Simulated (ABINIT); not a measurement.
# Beyond one shot: CsCaBr3 (Pm-3m), part 2 of 3

Aim: iterate the self-energy on CsCaBr3 (Pm-3m) and follow the gap from cycle to cycle.

ABINIT 10.8.3; LDA and many-body steps on it, plane waves. Known limits of the many-body steps: not at the basis limit; no spin-orbit coupling; coarse k mesh.

So far. Step 5 (evGW0, cycle 1): Against G0W0 in ABINIT (2×2×2 mesh, 246 bands, screening to 130.6 eV, Godby-Needs plasmon pole), the gap moves by +0.481 eV. This first cycle still uses the starting levels; it takes the full correction, at all points of the mesh, and its linearised value is 6.324 eV. Step 6 (evGW0, cycle 2): Against the cycle before, the gap moves by −0.169 eV.

**7. evGW0, cycle 3**

Level of this step: evGW0 on LDA, plane waves, norm-conserving pseudopotentials (ABINIT).

Input file run.abi:

```
acell 3*1.0 Angstrom
rprim 
  5.708665730000 0.000000000000 0.000000000000
  0.000000000000 5.708665730000 0.000000000000
  0.000000000000 0.000000000000 5.708665730000
ntypat 3
znucl 55 20 35
natom 5
typat 1 2 3 3 3
xred 
  0.000000000000 0.000000000000 0.000000000000
  0.500000000000 0.500000000000 0.500000000000
  0.500000000000 0.000000000000 0.500000000000
  0.000000000000 0.500000000000 0.500000000000
  0.500000000000 0.500000000000 0.000000000000
pp_dirpath "pseudos"
pseudos "Cs.upf, Ca.upf, Br.upf"
ecut 30
ngkpt 2 2 2
nshiftk 1
shiftk 0 0 0
kptopt 1
chksymbreak 0
istwfk *1
occopt 1
irdwfk 1
optdriver 4
nband 246
gwcalctyp 10
ecutsigx 30
symsigma 1
nkptgw 4
kptgw 
  0.0000000000 0.0000000000 0.0000000000
  0.5000000000 0.0000000000 0.0000000000
  0.5000000000 0.5000000000 0.0000000000
  0.5000000000 0.5000000000 0.5000000000
bdgw 
  9 29
  9 29
  9 29
  9 29
ecuteps 4.8
irdscr 1
ppmodel 1
irdqps 1
indata_prefix "in"
outdata_prefix "out"
tmpdata_prefix "tmp"
```

Started as:

```bash
$ OMP_NUM_THREADS=1 mpirun -n 4 abinit run.abi > log
```

Output:

```text
.Version 10.8.3 of ABINIT. v10.8.2 released Aug 2026.

 Symmetries : space group Pm -3 m (#221); Bravais cP (primitive cubic)
[... echo of the input left out ...]
== DATASET  1 ==================================================================
-   mpi_nproc: 4, omp_nthreads: 1 (-1 if OMP is not activated)

--- !DatasetInfo
iteration_state: {dtset: 1, }
dimensions: {natom: 5, nkpt: 4, mband: 246, nsppol: 1, nspinor: 1, nspden: 1, mpw: 9952, }
cutoff_energies: {ecut:  30.0, pawecutdg:  -1.0, }
[...]
.  kptgw no:  2; Maximum DeltaE = (   0.005  -0.000) for band index: 21
.  kptgw no:  3; Maximum DeltaE = (  -0.006  -0.000) for band index: 14
.  kptgw no:  4; Maximum DeltaE = (  -0.005  -0.000) for band index: 17

== END DATASET(S) ==============================================================
================================================================================

 -outvars: echo values of variables after computation  --------
           etotal      0.0000000000E+00
            nband         246
             nkpt           4
          spgroup         221
 [... the other variables as echoed above ...]

 Calculation completed.
```

Run time: 8 min. Hardware: 4 MPI ranks of Arm Neoverse V1, shared host; peak memory 2.4 GiB.

Numbers from this step:

* quasiparticle gap on the mesh: 6.643 eV
* gap of the density functional on the mesh: 4.079 eV
* k of the valence top: 0.5, 0.5, 0.5
* k of the conduction bottom: 0, 0, 0
* least direct quasiparticle gap on the computed points: 6.897 eV

Against the cycle before, the gap moves by +0.007 eV.

**8. Screening, 2×2×2 mesh, 246 bands, screening to 130.6 eV**

This step: RPA screening on LDA, plane waves, norm-conserving pseudopotentials.

Edit run.abi of step 7 so:

```diff
@@ -26,22 +26,13 @@
 irdwfk 1
-optdriver 4
+optdriver 3
 nband 246
+ecuteps 4.8
+inclvkb 2
+awtr 1
+symchi 1
 gwcalctyp 10
-ecutsigx 30
-symsigma 1
-nkptgw 4
-kptgw 
-  0.0000000000 0.0000000000 0.0000000000
-  0.5000000000 0.0000000000 0.0000000000
-  0.5000000000 0.5000000000 0.0000000000
-  0.5000000000 0.5000000000 0.5000000000
-bdgw 
-  9 29
-  9 29
-  9 29
-  9 29
-ecuteps 4.8
-irdscr 1
-ppmodel 1
-irdqps 1
+mbpt_sciss 3.236 eV
+nqptdm 1
+qptdm 
+  0 0 0
 indata_prefix "in"
```

Output:

```text
.Version 10.8.3 of ABINIT. v10.8.2 released Aug 2026.

 Symmetries : space group Pm -3 m (#221); Bravais cP (primitive cubic)
[... echo of the input left out ...]
== DATASET  1 ==================================================================
-   mpi_nproc: 4, omp_nthreads: 1 (-1 if OMP is not activated)

--- !DatasetInfo
iteration_state: {dtset: 1, }
dimensions: {natom: 5, nkpt: 4, mband: 246, nsppol: 1, nspinor: 1, nspden: 1, mpw: 9952, }
cutoff_energies: {ecut:  30.0, pawecutdg:  -1.0, }
electrons: {nelect:   4.00000000E+01, charge:   0.00000000E+00, occopt:   1.00000000E+00, tsmear:   1.00000000E-02, }

 SCREENING: Calculation of the susceptibility and dielectric matrices

 Based on a program developped by R.W. Godby, V. Olevano, G. Onida, and L. Reining.
 Incorporated in ABINIT by V. Olevano, G.-M. Rignanese, and M. Torrent.
.Using double precision arithmetic ; gwpc =  8

[... cell and pseudopotentials left out ...]
--------------------------------------------------------------------------------

 ==== K-mesh for the wavefunctions ====
 Number of points in the irreducible wedge :     4
[... list of points left out ...]
 Together with 48 symmetry operations and time-reversal symmetry
 yields     8 points in the full Brillouin Zone.

 ==== Q-mesh for the screening function ====
 Number of points in the irreducible wedge :     4
[... list of points left out ...]
 Together with 48 symmetry operations and time-reversal symmetry
 yields     8 points in the full Brillouin Zone.

 setmesh: FFT mesh size selected  =    40x   40x   40
          total number of points  =        64000

 vcoul_init : cutoff-mode = AUXILIARY_FUNCTION
 q-points for optical limit:   1
     1)      0.000010    0.000020    0.000030

 Dielectric matrix will be calculated only for some
 selected q points provided by the user through the input variables
 nqptdm and qptdm

- screening: taking advantage of time-reversal symmetry
- Maximum band index for partially occupied states nbvw = 20
- Remaining bands to be divided among processors   nbcw = 226
- Number of bands treated by each node ~56

 rdqps: reading QP wavefunctions of the previous step
        looking for file in_QPS
 file not found, 1st iteration initialized with KS eigenelements

 screening : performing a first self-consistency
 update of the energies in W by a scissor operator
 applying a scissor operator of [eV] :   3.236

 Number of electrons calculated from density =   40.0000; Expected =   40.0000
 average of density, n =  0.031861
 r_s =    1.9568
 omega_plasma =   17.2181 [eV]

 calculating chi0 at frequencies [eV] :
  1    0.000000E+00    0.000000E+00
  2    0.000000E+00    1.721811E+01

--------------------------------------------------------------------------------
  q-point number  1        q = ( 0.000000, 0.000000, 0.000000) [r.l.u.]
--------------------------------------------------------------------------------
[... chi0 elements left out ...]
 For q-point:  0.000010 0.000020 0.000030
  dielectric constant =   2.5937
  dielectric constant without local fields =   2.9591

  Average fulfillment of the sum rule on Im[epsilon] for q-point    1 :     93.94  [%]
[... wings left out ...]
== END DATASET(S) ==============================================================
================================================================================

 -outvars: echo values of variables after computation  --------
           etotal      0.0000000000E+00
            nband         246
             nkpt           4
          spgroup         221
 [... the other variables as echoed above ...]

 Calculation completed.
```

Wall time 49 s (4 MPI ranks); peak memory 2.2 GiB.

This step gave:

* ε∞ with local fields, on this mesh, along the program's q direction: 2.594
* the same without local fields: 2.959
* plasma frequency: 17.22 eV
* plane waves in the screening matrix: 619

This screening uses the functional's bands under a rigid shift, the mean opening of the cycle before.

**9. Screening, 2×2×2 mesh, 246 bands, screening to 130.6 eV**

This step: RPA screening on LDA from quasiparticle energies, plane waves, norm-conserving pseudopotentials.

Edit run.abi of step 8 so:

```diff
@@ -32,7 +32,9 @@
 symchi 1
+irdqps 1
 gwcalctyp 10
-mbpt_sciss 3.236 eV
-nqptdm 1
+nqptdm 3
 qptdm 
-  0 0 0
+  0.5000000000 0.0000000000 0.0000000000
+  0.5000000000 0.5000000000 0.0000000000
+  0.5000000000 0.5000000000 0.5000000000
 indata_prefix "in"
```

Input file mrgscr.stdin:

```
2
merged
q0_SCR
out_SCR
1
```

Started as:

```bash
$ OMP_NUM_THREADS=1 mpirun -n 4 abinit run.abi > log; mrgscr < mrgscr.stdin
```

Output:

```text
.Version 10.8.3 of ABINIT. v10.8.2 released Aug 2026.

 Symmetries : space group Pm -3 m (#221); Bravais cP (primitive cubic)
[... echo of the input left out ...]
== DATASET  1 ==================================================================
-   mpi_nproc: 4, omp_nthreads: 1 (-1 if OMP is not activated)

--- !DatasetInfo
iteration_state: {dtset: 1, }
dimensions: {natom: 5, nkpt: 4, mband: 246, nsppol: 1, nspinor: 1, nspden: 1, mpw: 9952, }
cutoff_energies: {ecut:  30.0, pawecutdg:  -1.0, }
[...]
q-point number  1        q = ( 0.500000, 0.000000, 0.000000) [r.l.u.]
--------------------------------------------------------------------------------
[... chi0 elements left out ...]
  Average fulfillment of the sum rule on Im[epsilon] for q-point    2 :     95.52  [%]

--------------------------------------------------------------------------------
  q-point number  2        q = ( 0.500000, 0.500000, 0.000000) [r.l.u.]
--------------------------------------------------------------------------------
[... chi0 elements left out ...]
  Average fulfillment of the sum rule on Im[epsilon] for q-point    3 :     93.38  [%]

 [... 1 further q-points ...]
```

It took 34 s on 4 MPI ranks; peak memory 1.8 GiB; 2.3 min of CPU time.

Numbers from this step:

| Property | Result |
| --- | --- |
| plasma frequency | 17.22 eV |
| plane waves in the screening matrix | 619 |

This screening reads the quasiparticle levels of the cycle before.

**10. evGW, cycle 1**

This step: evGW on LDA, plane waves, norm-conserving pseudopotentials.

Edit run.abi of step 9 so:

```diff
@@ -26,12 +26,10 @@
 irdwfk 1
-optdriver 3
+optdriver 4
 nband 246
-ecuteps 4.8
-inclvkb 2
-awtr 1
-symchi 1
-irdqps 1
 gwcalctyp 10
-nqptdm 3
-qptdm 
+ecutsigx 30
+symsigma 1
+nkptgw 4
+kptgw 
+  0.0000000000 0.0000000000 0.0000000000
   0.5000000000 0.0000000000 0.0000000000
@@ -39,2 +37,11 @@
   0.5000000000 0.5000000000 0.5000000000
+bdgw 
+  9 29
+  9 29
+  9 29
+  9 29
+ecuteps 4.8
+irdscr 1
+ppmodel 1
+irdqps 1
 indata_prefix "in"
```

Started as:

```bash
$ OMP_NUM_THREADS=1 mpirun -n 4 abinit run.abi > log
```

Output:

```text
.Version 10.8.3 of ABINIT. v10.8.2 released Aug 2026.

 Symmetries : space group Pm -3 m (#221); Bravais cP (primitive cubic)
[... echo of the input left out ...]
== DATASET  1 ==================================================================
-   mpi_nproc: 4, omp_nthreads: 1 (-1 if OMP is not activated)

--- !DatasetInfo
iteration_state: {dtset: 1, }
dimensions: {natom: 5, nkpt: 4, mband: 246, nsppol: 1, nspinor: 1, nspden: 1, mpw: 9952, }
cutoff_energies: {ecut:  30.0, pawecutdg:  -1.0, }
[...]
.  kptgw no:  2; Maximum DeltaE = (   0.284  -0.000) for band index: 21
.  kptgw no:  3; Maximum DeltaE = (   0.242  -0.000) for band index: 21
.  kptgw no:  4; Maximum DeltaE = (  -0.230  -0.000) for band index: 17

== END DATASET(S) ==============================================================
================================================================================

 -outvars: echo values of variables after computation  --------
           etotal      0.0000000000E+00
            nband         246
             nkpt           4
          spgroup         221
 [... the other variables as echoed above ...]

 Calculation completed.
```

Run time: 7.9 min. Hardware: 4 MPI ranks; peak memory 2.4 GiB.

Numbers from this step:

- quasiparticle gap on the mesh: 7.17 eV
- gap of the density functional on the mesh: 4.079 eV
- k of the valence top: 0.5, 0.5, 0.5
- k of the conduction bottom: 0, 0, 0
- least direct quasiparticle gap on the computed points: 7.416 eV

Against G0W0 in ABINIT (2×2×2 mesh, 246 bands, screening to 130.6 eV, Godby-Needs plasmon pole), the gap moves by +0.846 eV.

**11. Screening, 2×2×2 mesh, 246 bands, screening to 130.6 eV**

This step: RPA screening on LDA, plane waves, norm-conserving pseudopotentials.

Edit run.abi of step 10 so:

```diff
@@ -26,22 +26,13 @@
 irdwfk 1
-optdriver 4
+optdriver 3
 nband 246
+ecuteps 4.8
+inclvkb 2
+awtr 1
+symchi 1
 gwcalctyp 10
-ecutsigx 30
-symsigma 1
-nkptgw 4
-kptgw 
-  0.0000000000 0.0000000000 0.0000000000
-  0.5000000000 0.0000000000 0.0000000000
-  0.5000000000 0.5000000000 0.0000000000
-  0.5000000000 0.5000000000 0.5000000000
-bdgw 
-  9 29
-  9 29
-  9 29
-  9 29
-ecuteps 4.8
-irdscr 1
-ppmodel 1
-irdqps 1
+mbpt_sciss 3.801 eV
+nqptdm 1
+qptdm 
+  0 0 0
 indata_prefix "in"
```

Output:

```text
.Version 10.8.3 of ABINIT. v10.8.2 released Aug 2026.

 Symmetries : space group Pm -3 m (#221); Bravais cP (primitive cubic)
[... echo of the input left out ...]
== DATASET  1 ==================================================================
-   mpi_nproc: 4, omp_nthreads: 1 (-1 if OMP is not activated)

--- !DatasetInfo
iteration_state: {dtset: 1, }
dimensions: {natom: 5, nkpt: 4, mband: 246, nsppol: 1, nspinor: 1, nspden: 1, mpw: 9952, }
cutoff_energies: {ecut:  30.0, pawecutdg:  -1.0, }
[...]
[... chi0 elements left out ...]
 For q-point:  0.000010 0.000020 0.000030
  dielectric constant =   2.5241
  dielectric constant without local fields =   2.8664

  Average fulfillment of the sum rule on Im[epsilon] for q-point    1 :     95.96  [%]
[... wings left out ...]
== END DATASET(S) ==============================================================
================================================================================

 -outvars: echo values of variables after computation  --------
           etotal      0.0000000000E+00
            nband         246
             nkpt           4
          spgroup         221
 [... the other variables as echoed above ...]

 Calculation completed.
```

Wall time 50 s (4 MPI ranks); peak memory 2.2 GiB.

Numbers from this step:

| Item | Value |
| --- | --- |
| ε∞ with local fields, on this mesh, along the program's q direction | 2.524 |
| the same without local fields | 2.866 |
| plasma frequency | 17.22 eV |
| plane waves in the screening matrix | 619 |

This screening uses the functional's bands under a rigid shift, the mean opening of the cycle before.

**12. Screening, 2×2×2 mesh, 246 bands, screening to 130.6 eV**

This step: RPA screening on LDA from quasiparticle energies, plane waves, norm-conserving pseudopotentials.

Edit run.abi of step 11 so:

```diff
@@ -32,7 +32,9 @@
 symchi 1
+irdqps 1
 gwcalctyp 10
-mbpt_sciss 3.801 eV
-nqptdm 1
+nqptdm 3
 qptdm 
-  0 0 0
+  0.5000000000 0.0000000000 0.0000000000
+  0.5000000000 0.5000000000 0.0000000000
+  0.5000000000 0.5000000000 0.5000000000
 indata_prefix "in"
```

mrgscr.stdin is that of step 9.

Started as:

```bash
$ OMP_NUM_THREADS=1 mpirun -n 4 abinit run.abi > log; mrgscr < mrgscr.stdin
```

Output:

```text
.Version 10.8.3 of ABINIT. v10.8.2 released Aug 2026.

 Symmetries : space group Pm -3 m (#221); Bravais cP (primitive cubic)
[... echo of the input left out ...]
== DATASET  1 ==================================================================
-   mpi_nproc: 4, omp_nthreads: 1 (-1 if OMP is not activated)

--- !DatasetInfo
iteration_state: {dtset: 1, }
dimensions: {natom: 5, nkpt: 4, mband: 246, nsppol: 1, nspinor: 1, nspden: 1, mpw: 9952, }
cutoff_energies: {ecut:  30.0, pawecutdg:  -1.0, }
[...]
q-point number  1        q = ( 0.500000, 0.000000, 0.000000) [r.l.u.]
--------------------------------------------------------------------------------
[... chi0 elements left out ...]
  Average fulfillment of the sum rule on Im[epsilon] for q-point    2 :     97.11  [%]

--------------------------------------------------------------------------------
  q-point number  2        q = ( 0.500000, 0.500000, 0.000000) [r.l.u.]
--------------------------------------------------------------------------------
[... chi0 elements left out ...]
  Average fulfillment of the sum rule on Im[epsilon] for q-point    3 :     94.78  [%]

 [... 1 further q-points ...]
```

Wall time 37 s (4 MPI ranks); peak memory 1.8 GiB.

Numbers from this step:

- plasma frequency: 17.22 eV
- plane waves in the screening matrix: 619

This screening reads the quasiparticle levels of the cycle before.

**13. evGW, cycle 2**

This step: evGW on LDA, plane waves, norm-conserving pseudopotentials.

Edit run.abi of step 12 so:

```diff
@@ -26,12 +26,10 @@
 irdwfk 1
-optdriver 3
+optdriver 4
 nband 246
-ecuteps 4.8
-inclvkb 2
-awtr 1
-symchi 1
-irdqps 1
 gwcalctyp 10
-nqptdm 3
-qptdm 
+ecutsigx 30
+symsigma 1
+nkptgw 4
+kptgw 
+  0.0000000000 0.0000000000 0.0000000000
   0.5000000000 0.0000000000 0.0000000000
@@ -39,2 +37,11 @@
   0.5000000000 0.5000000000 0.5000000000
+bdgw 
+  9 29
+  9 29
+  9 29
+  9 29
+ecuteps 4.8
+irdscr 1
+ppmodel 1
+irdqps 1
 indata_prefix "in"
```

Started as:

```bash
$ OMP_NUM_THREADS=1 mpirun -n 4 abinit run.abi > log
```

Output:

```text
.Version 10.8.3 of ABINIT. v10.8.2 released Aug 2026.

 Symmetries : space group Pm -3 m (#221); Bravais cP (primitive cubic)
[... echo of the input left out ...]
== DATASET  1 ==================================================================
-   mpi_nproc: 4, omp_nthreads: 1 (-1 if OMP is not activated)

--- !DatasetInfo
iteration_state: {dtset: 1, }
dimensions: {natom: 5, nkpt: 4, mband: 246, nsppol: 1, nspinor: 1, nspden: 1, mpw: 9952, }
cutoff_energies: {ecut:  30.0, pawecutdg:  -1.0, }
[...]
.  kptgw no:  2; Maximum DeltaE = (  -0.025   0.000) for band index: 13
.  kptgw no:  3; Maximum DeltaE = (  -0.021   0.000) for band index: 15
.  kptgw no:  4; Maximum DeltaE = (  -0.023  -0.000) for band index: 20

== END DATASET(S) ==============================================================
================================================================================

 -outvars: echo values of variables after computation  --------
           etotal      0.0000000000E+00
            nband         246
             nkpt           4
          spgroup         221
 [... the other variables as echoed above ...]

 Calculation completed.
```

Run time: 8.1 min. Hardware: 4 MPI ranks; peak memory 2.4 GiB.

This step gave:

* quasiparticle gap on the mesh: 7.219 eV
* gap of the density functional on the mesh: 4.079 eV
* k of the valence top: 0.5, 0.5, 0.5
* k of the conduction bottom: 0, 0, 0
* least direct quasiparticle gap on the computed points: 7.465 eV

Against the cycle before, the gap moves by +0.049 eV.

**14. Screening, 2×2×2 mesh, 246 bands, screening to 130.6 eV**

This step: RPA screening on LDA, plane waves, norm-conserving pseudopotentials.

Edit run.abi of step 13 so:

```diff
@@ -26,22 +26,13 @@
 irdwfk 1
-optdriver 4
+optdriver 3
 nband 246
+ecuteps 4.8
+inclvkb 2
+awtr 1
+symchi 1
 gwcalctyp 10
-ecutsigx 30
-symsigma 1
-nkptgw 4
-kptgw 
-  0.0000000000 0.0000000000 0.0000000000
-  0.5000000000 0.0000000000 0.0000000000
-  0.5000000000 0.5000000000 0.0000000000
-  0.5000000000 0.5000000000 0.5000000000
-bdgw 
-  9 29
-  9 29
-  9 29
-  9 29
-ecuteps 4.8
-irdscr 1
-ppmodel 1
-irdqps 1
+mbpt_sciss 3.819 eV
+nqptdm 1
+qptdm 
+  0 0 0
 indata_prefix "in"
```

Output:

```text
.Version 10.8.3 of ABINIT. v10.8.2 released Aug 2026.

 Symmetries : space group Pm -3 m (#221); Bravais cP (primitive cubic)
[... echo of the input left out ...]
== DATASET  1 ==================================================================
-   mpi_nproc: 4, omp_nthreads: 1 (-1 if OMP is not activated)

--- !DatasetInfo
iteration_state: {dtset: 1, }
dimensions: {natom: 5, nkpt: 4, mband: 246, nsppol: 1, nspinor: 1, nspden: 1, mpw: 9952, }
cutoff_energies: {ecut:  30.0, pawecutdg:  -1.0, }
[...]
[... chi0 elements left out ...]
 For q-point:  0.000010 0.000020 0.000030
  dielectric constant =   2.5220
  dielectric constant without local fields =   2.8636

  Average fulfillment of the sum rule on Im[epsilon] for q-point    1 :     96.03  [%]
[... wings left out ...]
== END DATASET(S) ==============================================================
================================================================================

 -outvars: echo values of variables after computation  --------
           etotal      0.0000000000E+00
            nband         246
             nkpt           4
          spgroup         221
 [... the other variables as echoed above ...]

 Calculation completed.
```

Wall time 49 s (4 MPI ranks); peak memory 2.1 GiB; 3.3 min of CPU time.

Numbers from this step:

- ε∞ with local fields, on this mesh, along the program's q direction: 2.522
- the same without local fields: 2.864
- plasma frequency: 17.22 eV
- plane waves in the screening matrix: 619

This screening uses the functional's bands under a rigid shift, the mean opening of the cycle before.

(Continued in part 3 of 3.)

[Paths, hosts, dates, memory and timing lines, banners, echoed tables and standing remarks are left out of the program output.]

[Logs are printed without paths, hosts, clocks, repeated set-up lines and the standing remarks that a program may print on its own settings, such as how far it seeks lower states.]

[Runs of the session that timed out or met a known fault of the program may be left out.]

[Hosts, paths, dates, database ids (printed as entryN), source tags and the programs' standing remarks are cut or masked in the printed files.]

[G0W0 gaps are taken among the corrected bands and points alone; a level outside them can change the order at an edge.]

[Where Ansatz stands beside ABINIT at settings called matched, ABINIT's density can come from a denser mesh and the files from another edition; pairs whose starting gaps differed by over 0.03 eV were left out, so agreement reads better than it is.]
